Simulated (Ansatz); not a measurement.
# Rb2NaI3: complex band structure, part 3 of 3

Wanted: the relaxed cell of Rb2NaI3, its band edges and its decay constants. It is built by putting I for Cl, Rb for K in the K2NaCl3 structure of space group P-3m1, with the volume rescaled by atomic radii. The parent structure comes from the Materials Project.

Ansatz 0.2.0; PBE DFT, plane waves, PAW files (the session's first sound run).

So far, gap on the k-mesh (eV): step 3 (the bulk crystal and its band edges, PBE) 3.60; step 5 (PBE norm-conserving, cutoff 1197.3 eV) 3.59.

The structure was built from a prototype and need not be the compound's stable phase.

## (6) Complex bands at another level

This step: PBE DFT, plane waves, norm-conserving files; complex bands by layer matching along the plane's normal (Ansatz 0.2.0).

The complex bands at that level, over its own gap, at (0, 0) and (0.5, 0).

The input, input.yaml:

```yaml
crystal:
  lattice:
    - [5.034963104, 0.0, 0.0]
    - [2.517481552, 4.360405955, 0.0]
    - [0.0, 0.0, 12.573552996]
  atoms:
    - { symbol: Rb, position: [0.6666666667, 0.6666666667, 0.6808009666] }
    - { symbol: Rb, position: [0.3333333333, 0.3333333333, 0.3191990334] }
    - { symbol: Na, position: [0.0, 0.0, 0.0] }
    - { symbol: I, position: [0.6666666667, 0.6666666667, 0.1374509014] }
    - { symbol: I, position: [0.3333333333, 0.3333333333, 0.8625490986] }
    - { symbol: I, position: [0.0, 0.0, 0.5] }
kpoints:
  mp_grid: { grid: [6, 6, 2] }
scf:
  occupations: { method: fixed }
hamiltonian:
  xc: pbe
  pseudopotentials: { kind: nc }
output:
  eigenvalues: true
  transmission:
    leads: [[0, 0]]
    kpoints: [[0.0, 0.0], [0.5, 0.0]]
    e_range: [-1.0, 4.59]
    de: 0.09
```

Command:

```console
$ ansatz run input.yaml --threads 2 --pin off --max-ram 4096MiB --backend cpu --events-out ev --progress --plain --runs-dir out
```

Numbers of over 12 decimals in the logs are rounded to 6 here.

The program printed:

```text
Engine: ansatz 0.2.0, aarch64-unknown-linux-gnu
Pseudopotentials: kind: nc
Pseudopotential: Rb, nc, valence charge 9, recommended cutoff 630 eV (normal), Rb.nc.azcp
Pseudopotential: Na, nc, valence charge 9, recommended cutoff 1197.300995 eV (normal), Na.nc.azcp
Pseudopotential: I, nc, valence charge 7, recommended cutoff 952.398519 eV (normal), I.nc.azcp
Functional definition: PBE
  parameter kappa = 0.804
  parameter beta = 0.066725
  exchange = pbe_x(kappa = kappa, mu = beta*pi^2/3)
  correlation = pbe_c(beta = beta)
Error: memory limit exceeded: the `transmission` phase of `transmission` needs 6.86 GiB against the run's memory maximum of 4.00 GiB; largest carriers: transmission 6.48 GiB, unmodelled-tail allowance 0.30 GiB, source scf tables 0.07 GiB, source scf state 0.00 GiB; the layers of output.transmission grow with the square of the cell's cross-section: a lower cutoff or a narrower output.transmission.e_range takes less, and so, most of all in a narrow cell, does a wider de; where no e_range is typed, a fill by count is planned with a gap of 40 thermal energies
with nothing else changed it takes a maximum of at least 6.86 GiB, with nothing to spare, and 7.55 GiB leaves up to a tenth: --max-ram 7.55GiB where that set the maximum, else more of the term that did, and with no share typed, where 7.55 GiB is over 0.88 of the host's memory or its container's limit, a share of 0.88 or more that holds the maximum too (--max-ram-frac F), where one does; The budget is ten elevenths of [...]
`transmission` follows the SCF: where the deck gives it k-points, a mesh or a band count of its own, those are what to reduce (not on a resume, whose deck is fixed)
```

The job ended after 0.19 s (2 threads of Arm Neoverse V2, shared host; peak memory 0.19 GiB).

The program refused the input before any cycle.

The program's message: “Error: memory limit exceeded: the `transmission` phase of `transmission` needs 6.86 GiB against the run's memory maximum of 4.00 GiB; largest carriers: transmission 6.48 GiB, unmodelled-tail allowance …”

## (7) A repeat with changed settings

This step: PBE DFT, plane waves, PAW files; complex bands by layer matching along the plane's normal; changed: output.transmission.e_range = [-0.1, 0.1], output.transmission.de = 0.05, output.transmission.temperature = 600.0 (Ansatz 0.2.0).

This run repeats an earlier one, its twin (the complex run, plane (001)), with three settings changed (output.transmission.e_range, output.transmission.de, output.transmission.temperature; files written aside). It is meant to test what the energy window and step decide and how the leads' temperature enters. Where the input is shown as a difference, that is against the step before, not the twin.

input.yaml, as its differences from that of step 6:

```diff
@@ -18,3 +18,2 @@
   xc: pbe
-  pseudopotentials: { kind: nc }
 output:
@@ -24,3 +23,4 @@
     kpoints: [[0.0, 0.0], [0.5, 0.0]]
-    e_range: [-1.0, 4.59]
-    de: 0.09
+    e_range: [-0.1, 0.1]
+    de: 0.05
+    temperature: 600.0
```

The program printed:

```text
[...]
Crystal: 6 atoms, lattice volume = 276.046 Å³
Basis set: ecut = 420 eV, 5437 PW (Γ)
Bands: 47, of which v1, the nominal top of the filled ones, is band 39 counted from 1 (38 counted from 0)
Symmetry: 12 space group operations
[...]
k-points: 14 of 72
[...]
SCF iter   1: F=—  HF=-30568.362746 eV  |F-HF|=—  |Δ(HF+E_count)|=         —  Δρ=4.95e-4  dr2=3.86e-3  ethr=1.77e-3  ⟨swp⟩=5.9  Hψ=2148  notcnv=0  defer=77
[...]
SCF iter   6: F=-30568.360439 eV  HF=-30568.360439 eV  |F-HF|=6.40e-9  |Δ(HF+E_count)|=   3.84e-7  Δρ=4.70e-6  dr2=7.04e-8  ethr=1.28e-10  ⟨swp⟩=18.2  Hψ=4044  notcnv=0
SCF 1 converged in 6 iterations: F = -30568.360439 eV  dr2 = 7.04e-8
[...]
transmission: 18 of 36 steps passed
transmission: 36 of 36 steps passed
SCF converged after 6 iterations
Free energy (F): -30568.360439 eV
[...]
Internal energy: -30568.360439 eV  (E = F + TS)
E sigma→0 (E₀):  -30568.360439 eV
Fermi energy:    2.128905 eV
[...]
--- Band table (eV; the first three rows and the last of 14) ---
  k-point 0: bands = [... 35 lower, 1.8970, 2.0951, 2.0951, 2.1289, 5.7265, 7.2002, 7.3303, 8.0740, ... 4 higher]
  k-point 1: bands = [... 35 lower, 2.0064, 2.0064, 2.0307, 2.0307, 6.2511, 6.4632, 7.4533, 7.8848, ... 4 higher]
  k-point 2: bands = [... 35 lower, 1.8233, 1.8746, 2.0513, 2.0774, 6.2998, 7.4531, 7.6234, 7.9694, ... 4 higher]
  k-point 13: bands = [... 35 lower, 1.4970, 1.5733, 1.8847, 1.8847, 7.9927, 8.0601, 8.2810, 8.2810, ... 4 higher]
--- Transmission ---
  basis      : 199 plane waves across, 18 finite elements along
  points     : 2, as listed
[...]
crystal 0  : I3Na1Rb2, at the sites [0, 0], period 12.5736 Å: whole cells are its period
[...]
channels       : 0.000000e0 a spin
[...]
slowest decay  : 0.1140 /Å at (0.0000, 0.0000)
```

Run time: 12 s. Hardware: 2 threads; peak memory 0.61 GiB.

This step gave:

```
free energy       : -30568.3604 eV
Fermi energy      : 2.129 eV
gap on the k-mesh : 3.598 eV
```

K parallel (0, 0); values up to 1.433 1/Å, a degenerate pair printed once or twice; energies at which all values exceed this have no row. The Im kz of the slowest decaying states by energy, zero at the highest filled level on the SCF mesh:

```tsv
energy (eV)	decay 1 (Å⁻¹)	decay 2 (Å⁻¹)	decay 3 (Å⁻¹)	decay 4 (Å⁻¹)
-0.1000	0.0119	1.04	1.17	-
-0.0500	1.03	1.16	-	-
0.0000	0.00128	0.155	1.03	1.16
0.0500	0.0822	0.236	1.03	1.15
0.1000	0.114	0.290	1.02	1.15
```

K parallel (0.5, 0); values up to 1.433 1/Å, a degenerate pair printed once or twice; energies at which all values exceed this have no row. Table of Im kz of the slowest decaying states by energy, zero at the highest filled level on the SCF mesh:

```tsv
energy (eV)	decay 1 (Å⁻¹)	decay 2 (Å⁻¹)	decay 3 (Å⁻¹)	decay 4 (Å⁻¹)
-0.1000	0.242	0.318	0.398	0.846
-0.0500	0.259	0.370	0.425	0.845
0.0000	0.274	0.411	0.446	0.843
0.0500	0.287	0.444	0.463	0.841
0.1000	0.299	0.472	0.477	0.840
```

## (8) Results

```
band gap                                         : 3.60 eV
least decay constant at mid-gap, normal to (001) : 0.291 Å⁻¹
```

What this shows: With PBE, the slowest decay at the wavevectors tried is κ = 0.291 Å⁻¹, normal to (001). Through such a film the transmission near mid-gap falls as exp(−2κd), a factor of ten every 4.0 Å. A free electron under a barrier of half the gap would need a mass of 0.18 mₑ to decay at this rate. The compound is made up by substitution; its stability against other phases and against distortions of the cell's symmetry was not tested. A semilocal functional narrows gaps, while spin-orbit coupling, left out here, narrows them in compounds of heavy elements, so the error in κ can go either way.

[Logs are printed without paths, hosts, clocks, repeated set-up lines and the standing remarks that a program may print on its own settings, such as how far it seeks lower states.]

[Hosts, paths, dates, database ids (printed as entryN), source tags and the programs' standing remarks are cut or masked in the printed files.]
